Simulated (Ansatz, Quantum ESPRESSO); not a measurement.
# arsenene, 1 layer: biaxial strain by an ASE script, part 2 of 2

How do the band edges of arsenene, 1 layer move against the vacuum when the sheet is stretched?

Quantum ESPRESSO 7.5; plane-wave DFT, PBE, GBRV ultrasoft pseudopotentials; geometry by Ansatz 0.2.0 with PAW datasets.

So far: Set-up; Relaxation with Ansatz.

### Step 3. The script

Under ESM bc1 levels count from the vacuum, or from the mean of the two vacuum levels where the sheet has a dipole, so band edges at unlike strains can be compared.

Level of this step: plane-wave DFT, PBE, GBRV ultrasoft pseudopotentials (Quantum ESPRESSO 7.5).

Input file run.py:

```python
import json
import numpy as np
from ase import Atoms
from ase.calculators.espresso import Espresso, EspressoProfile

profile = EspressoProfile(command='mpirun -n 2 pw.x -nk 2', pseudo_dir='../pseudo')
pseudopotentials = {'As': 'as_pbe_v1.uspp.F.UPF'}
system = {'ecutwfc': 40, 'ecutrho': 200, 'occupations': 'smearing', 'smearing': 'fd', 'degauss': 0.002}


def calculator(name, kpts, **extra):
    data = dict(control=dict(tprnfor=True, verbosity='high', disk_io='none'),
                system=system | extra,
                electrons=dict(conv_thr=1e-09, mixing_beta=0.4, mixing_mode='plain',
                               electron_maxstep=100))
    return Espresso(profile=profile, directory=name, pseudopotentials=pseudopotentials, kpts=kpts, input_data=data)


def centre(atoms):
    z = atoms.positions[:, 2]
    atoms.positions[:, 2] -= (z.max() + z.min()) / 2  # ESM wants the slab about z = 0
    return atoms

sheet = Atoms(
    ['As', 'As'],
    scaled_positions=[
        [0.6666666667, 0.3333333333, 0.4576051513],
        [0.3333333333, 0.6666666667, 0.5423948487]],
    cell=[
        [3.607428366158, 0.000000000000, 0.000000000000],
        [-1.803714183079, 3.124124607425, 0.000000000000],
        [0.000000000000, 0.000000000000, 16.400000000000]],
    pbc=True)

rows = []
for strain in [-0.03, -0.015, 0.0, 0.015, 0.03]:
    atoms = sheet.copy()
    atoms.set_cell(sheet.cell.array * [[1 + strain], [1 + strain], [1]], scale_atoms=True)
    atoms = centre(atoms)
    atoms.calc = calculator(f's{strain:+.3f}', (12, 12, 1), assume_isolated='esm', esm_bc='bc1', nbnd=9)
    energy = atoms.get_potential_energy()
    levels = np.array([atoms.calc.get_eigenvalues(kpt=i) for i in range(len(atoms.calc.get_ibz_k_points()))])
    top, bottom = levels[:, 4].max(), levels[:, 5].min()
    direct = (levels[:, 5] - levels[:, 4]).min()
    rows.append([strain, energy, top, bottom, direct])
    print(f'strain {strain:+.3f}: E = {energy:.5f} eV, valence top {top:.3f}, conduction bottom {bottom:.3f}, '
          f'gap {bottom - top:.3f}, least direct gap {direct:.3f} eV')

x, energy, top, bottom, direct = np.array(rows).T
area = np.linalg.norm(np.cross(*sheet.cell[:2]))
stiffness = np.polyfit(x, energy, 2)[0] / area * 16.0218  # C11 + C12, heights clamped
print(f'valence and conduction edges move by {np.polyfit(x, top, 1)[0]:.2f} and {np.polyfit(x, bottom, 1)[0]:.2f} eV per unit biaxial strain')
print(f'C11 + C12 with clamped heights: {stiffness:.1f} N/m')
json.dump(dict(rows=rows, stiffness=stiffness), open('result.json', 'w'))
```

Run with:

```
$ OMP_NUM_THREADS=1 python run.py
```

The log of the run:

```text
strain -0.030: E = -1095.79150 eV, valence top -5.149, conduction bottom -3.706, gap 1.444, least direct gap 2.283 eV
strain -0.015: E = -1095.83229 eV, valence top -5.276, conduction bottom -3.726, gap 1.550, least direct gap 2.113 eV
strain +0.000: E = -1095.84752 eV, valence top -5.387, conduction bottom -3.745, gap 1.642, least direct gap 1.953 eV
strain +0.015: E = -1095.84007 eV, valence top -5.484, conduction bottom -3.763, gap 1.722, least direct gap 1.806 eV
strain +0.030: E = -1095.81250 eV, valence top -5.569, conduction bottom -3.898, gap 1.670, least direct gap 1.670 eV
valence and conduction edges move by -6.98 and -2.81 eV per unit biaxial strain
C11 + C12 with clamped heights: 71.9 N/m
```

Elapsed: 2.2 min, on 2 MPI ranks of Arm Neoverse V2, shared host; peak memory 0.37 GiB; 4.4 min of CPU time.

The input that ASE wrote for the first run, and its log:

```
&CONTROL
   verbosity        = 'high'
   tprnfor          = .true.
   disk_io          = 'none'
   pseudo_dir       = '../pseudo'
/
&SYSTEM
   nbnd             = 9
   ecutwfc          = 40
   ecutrho          = 200
   occupations      = 'smearing'
   degauss          = 0.002
   smearing         = 'fd'
   assume_isolated  = 'esm'
   esm_bc           = 'bc1'
   ntyp             = 1
   nat              = 2
   ibrav            = 0
/
&ELECTRONS
   electron_maxstep = 100
   conv_thr         = 1e-09
   mixing_mode      = 'plain'
   mixing_beta      = 0.4
/
&IONS
/
&CELL
/
&FCP
/
&RISM
/
ATOMIC_SPECIES
As 74.921595 as_pbe_v1.uspp.F.UPF

K_POINTS automatic
12 12 1  0 0 0

CELL_PARAMETERS angstrom
3.49920551517326 0.00000000000000 0.00000000000000
-1.74960275758663 3.03040086920225 0.00000000000000
0.00000000000000 0.00000000000000 16.40000000000000

ATOMIC_POSITIONS angstrom
As 1.7496027578 1.0101336230 -0.6952755187  
As -0.0000000002 2.0202672462 0.6952755187
```

```text
Program PWSCF v.7.5 starts
[citation notice left out]

     Parallel version (MPI & OpenMP), running on       2 processor cores
     Number of MPI processes:                 2
     Threads/MPI process:                     1

     MPI processes distributed on     1 nodes
[... 1 line left out ...]

Warning: card &CELL ignored
Warning: card &FCP ignored
Warning: card &RISM ignored

     Current dimensions of program PWSCF are:
     Max number of different atomic species (ntypx) = 10
     Max number of k-points (npk) =  40000
     Max angular momentum in pseudopotentials (lmaxx) =  4
     Message from routine setup:
     using ibrav=0 with symmetry is DISCOURAGED, use correct ibrav instead

     K-points division:     npool     =       2
     Subspace diagonalization in iterative solution of the eigenvalue problem:
     a serial algorithm will be used

     G-vector sticks info
     --------------------
     sticks:   dense  smooth     PW     G-vecs:    dense   smooth      PW
     Sum         595     475    151                55993    40031    6711

     Using Slab Decomposition

     bravais-lattice index     =            0
     lattice parameter (alat)  =       6.6125  a.u.
     unit-cell volume          =    1173.5727 (a.u.)^3
     number of atoms/cell      =            2
     number of atomic types    =            1
     number of electrons       =        10.00
     number of Kohn-Sham states=            9
     kinetic-energy cutoff     =      40.0000  Ry
     charge density cutoff     =     200.0000  Ry
     scf convergence threshold =      1.0E-09
     mixing beta               =       0.4000
     number of iterations used =            8  plain     mixing
     Exchange-correlation= SLA  PW   PBE  PBE
                           (   1   4   3   4   0   0   0)

     Effective Screening Medium Method
     =================================
     Boundary Conditions: Vacuum-Slab-Vacuum
     total charge in unit cell        =   0.0000
     grid points for fit at edges     =        4

[... 10 lines left out ...]
     PseudoPot. # 1 for As read from file:
     ../pseudo/as_pbe_v1.uspp.F.UPF
     Pseudo is Ultrasoft + core correction, Zval =  5.0
     Generated by new atomic code, or converted to UPF format
     Using radial grid of  875 points,  6 beta functions with:
                l(1) =   0
                l(2) =   0
                l(3) =   1
                l(4) =   1
                l(5) =   2
                l(6) =   2
     Q(r) pseudized with  8 coefficients,  rinner =    1.300   1.300   1.300
                                                       1.300   1.300

     atomic species   valence    mass     pseudopotential
     As                5.00    74.92159     As( 1.00)

     12 Sym. Ops., with inversion, found

                                    s                        frac. trans.

      isym =  1     identity

 cryst.   s( 1) = (     1          0          0      )
[... 465 lines left out ...]
------------------
[... 1 line left out ...]

     negative rho (up, down):  1.925E-04 0.000E+00

[... 1 line left out ...]

     total energy              =     -80.53919648 Ry
     estimated scf accuracy    <          1.2E-09 Ry

     iteration # 18     ecut=    40.00 Ry     beta= 0.40
[... 1 line left out ...]

---- Real-time Memory Report at c_bands before calling an iterative solver
           168 MiB given to the printing process from OS
            68 MiB allocation reported by mallinfo(arena+hblkhd)
[... 1 line left out ...]
------------------
[... 1 line left out ...]

     negative rho (up, down):  1.925E-04 0.000E+00

[... 1 line left out ...]

     End of self-consistent calculation

          k = 0.0000 0.0000 0.0000 (  5055 PWs)   bands (ev):

   -19.3296 -12.6487  -6.1024  -5.1495  -5.1495  -2.8665  -1.5434  -1.5434
    -0.4795

     occupation numbers
     1.0000   1.0000   1.0000   1.0000   1.0000   0.0000   0.0000   0.0000
     0.0000

[... 108 lines left out ...]

     the Fermi energy is    -4.3351 ev

!    total energy              =     -80.53919648 Ry
     estimated scf accuracy    <          1.3E-10 Ry
     smearing contrib. (-TS)   =      -0.00000000 Ry
     internal energy E=F+TS    =     -80.53919648 Ry

     The total energy is F=E-TS. E is the sum of the following terms:
     one-electron contribution =      72.80816143 Ry
     hartree contribution      =     -35.46977131 Ry
     xc contribution           =     -63.08482763 Ry
     ewald contribution        =     -54.79275897 Ry

     convergence has been achieved in  18 iterations

     negative rho (up, down):  1.925E-04 0.000E+00

     Forces acting on atoms (cartesian axes, Ry/au):

     atom    1 type  1   force =     0.00000000    0.00000000   -0.02111222
     atom    2 type  1   force =     0.00000000    0.00000000    0.02111222
     The non-local contrib.  to forces
     atom    1 type  1   force =     0.00000000    0.00000000   -0.48221329
     atom    2 type  1   force =     0.00000000   -0.00000000    0.48221329
     The ionic contribution  to forces
     atom    1 type  1   force =    -0.00000000    0.00000000   -7.14810968
     atom    2 type  1   force =     0.00000000   -0.00000000    7.14810968
     The local contribution  to forces
     atom    1 type  1   force =    -0.00000000    0.00000000    7.65933885
     atom    2 type  1   force =     0.00000000   -0.00000000   -7.65934165
     The core correction contribution to forces
     atom    1 type  1   force =     0.00000000   -0.00000000   -0.05013269
     atom    2 type  1   force =    -0.00000000    0.00000000    0.05013269
     The Hubbard contrib.    to forces
     atom    1 type  1   force =     0.00000000    0.00000000    0.00000000
     atom    2 type  1   force =     0.00000000    0.00000000    0.00000000
     The SCF correction term to forces
     atom    1 type  1   force =     0.00000000    0.00000000    0.00000319
     atom    2 type  1   force =    -0.00000000    0.00000000   -0.00000319

     Total force =     0.029857     Total SCF correction =     0.000005
     Message from routine punch:
     Nothing written, as per user request (disk_io='none')

[... 1 line left out ...]

[... 1 line left out ...]

[... 1 line left out ...]

[... 3 lines left out ...]

[... 1 line left out ...]

[... 2 lines left out ...]

[... 1 line left out ...]

[... 1 line left out ...]

=------------------------------------------------------------------------------=
   JOB DONE.
=------------------------------------------------------------------------------=
```

Numbers from this step:

```
biaxial stiffness : 71.94 N/m
```

The band edge from the vacuum level by biaxial strain:

```
biaxial strain (%)  valence top (eV)  conduction bottom (eV)
             -3.00             -5.15                   -3.71
             -1.50             -5.28                   -3.73
              0.00             -5.39                   -3.75
              1.50             -5.48                   -3.76
              3.00             -5.57                   -3.90
```

Table of gap by biaxial strain:

```
biaxial strain (%)  on the mesh (eV)  least direct (eV)
             -3.00              1.44               2.28
             -1.50              1.55               2.11
              0.00              1.64               1.95
              1.50              1.72               1.81
              3.00              1.67               1.67
```

The energy over the lowest by biaxial strain:

```
biaxial strain (%)  energy over the lowest (meV)
             -3.00                          56.0
             -1.50                          15.2
              0.00                             0
              1.50                          7.45
              3.00                          35.0
```

### Step 4. The script: RPBE, GBRV ultrasoft

Level of this step: plane-wave DFT, RPBE, GBRV ultrasoft pseudopotentials made under PBE (Quantum ESPRESSO 7.5). input_dft overrides the functional of the files.

run.py is the input of step 3 with these lines changed:

```diff
@@ -7,3 +7,3 @@
 pseudopotentials = {'As': 'as_pbe_v1.uspp.F.UPF'}
-system = {'ecutwfc': 40, 'ecutrho': 200, 'occupations': 'smearing', 'smearing': 'fd', 'degauss': 0.002}
+system = {'ecutwfc': 40, 'ecutrho': 200, 'input_dft': 'rpbe', 'occupations': 'smearing', 'smearing': 'fd', 'degauss': 0.002}
```

Run with:

```
$ OMP_NUM_THREADS=1 python run.py
```

The log of the run:

```text
strain -0.030: E = -1097.86737 eV, valence top -5.063, conduction bottom -3.561, gap 1.502, least direct gap 2.351 eV
strain -0.015: E = -1097.92426 eV, valence top -5.192, conduction bottom -3.582, gap 1.610, least direct gap 2.183 eV
strain +0.000: E = -1097.95509 eV, valence top -5.305, conduction bottom -3.602, gap 1.703, least direct gap 2.024 eV
strain +0.015: E = -1097.96278 eV, valence top -5.404, conduction bottom -3.620, gap 1.784, least direct gap 1.876 eV
strain +0.030: E = -1097.94986 eV, valence top -5.490, conduction bottom -3.749, gap 1.741, least direct gap 1.741 eV
valence and conduction edges move by -7.11 and -2.77 eV per unit biaxial strain
C11 + C12 with clamped heights: 73.5 N/m
```

Wall time 2.1 min (2 MPI ranks); peak memory 0.36 GiB.

Read from the output:

| Property | Result |
| --- | --- |
| biaxial stiffness | 73.45 N/m |

The band edge from the vacuum level by biaxial strain:

```
biaxial strain (%)  valence top (eV)  conduction bottom (eV)
             -3.00             -5.06                   -3.56
             -1.50             -5.19                   -3.58
              0.00             -5.30                   -3.60
              1.50             -5.40                   -3.62
              3.00             -5.49                   -3.75
```

The gap by biaxial strain:

```
biaxial strain (%)  on the mesh (eV)  least direct (eV)
             -3.00              1.50               2.35
             -1.50              1.61               2.18
              0.00              1.70               2.02
              1.50              1.78               1.88
              3.00              1.74               1.74
```

Table of energy over the lowest by biaxial strain:

```
biaxial strain (%)  energy over the lowest (meV)
             -3.00                          95.4
             -1.50                          38.5
              0.00                          7.69
              1.50                             0
              3.00                          12.9
```

### Step 5. By hand

Under equal strain ε in the plane, E = A (C11 + C12) ε². From the points at ±1.5 %: d²E/dε² = (15.23 + 7.45 − 2 × 0.00) meV / 0.015² = 101 eV, and 101/(2 × 11.270 Å²) × 16.02 = 72 N/m.

### Step 6. Summary of results

| Item | Value |
| --- | --- |
| C11 + C12, heights clamped, PBE, GBRV ultrasoft | 72 N/m |
| gap on the mesh at zero strain, PBE, GBRV ultrasoft | 1.64 eV |
| valence top below the vacuum at zero strain, PBE, GBRV ultrasoft | 5.39 eV |
| shift of the valence top per unit biaxial strain, PBE, GBRV ultrasoft | -7.0 eV |
| C11 + C12, heights clamped, RPBE, GBRV ultrasoft (made under PBE) | 73 N/m |
| gap on the mesh at zero strain, RPBE, GBRV ultrasoft (made under PBE) | 1.70 eV |
| valence top below the vacuum at zero strain, RPBE, GBRV ultrasoft (made under PBE) | 5.30 eV |
| shift of the valence top per unit biaxial strain, RPBE, GBRV ultrasoft (made under PBE) | -7.1 eV |

The sheet's biaxial stiffness comes to 72 N/m and its gap at zero strain to 1.64 eV (PBE, GBRV ultrasoft). From −3 % to +3 % the gap on the mesh goes from 1.44 to 1.67 eV, through a peak of 1.72 eV; it is direct at some strains and indirect at others. The conduction bottom bends along the series, so the script's straight-line slope describes it poorly. Heights are clamped under strain, which makes a sheet with several atomic planes too stiff. Zero strain is the PBE cell; under RPBE the energy is lowest near +1.3 %, so its stiffness is taken away from its own minimum. Semilocal gaps are too small. Spin-orbit coupling is left out; depending on the atoms that carry the levels of interest, it can split and shift them by tens to hundreds of meV.

[Logs are printed without paths, hosts, clocks, repeated set-up lines and the standing remarks that a program may print on its own settings, such as how far it seeks lower states.]

[Hosts, paths, dates, database ids (printed as entryN), source tags and the programs' standing remarks are cut or masked in the printed files.]

[Maps of the electrostatic potential energy from Ansatz leave out the sawtooth potential of an applied field or a dipole correction, so their vacuum need not be flat; planar profiles and work functions include it.]
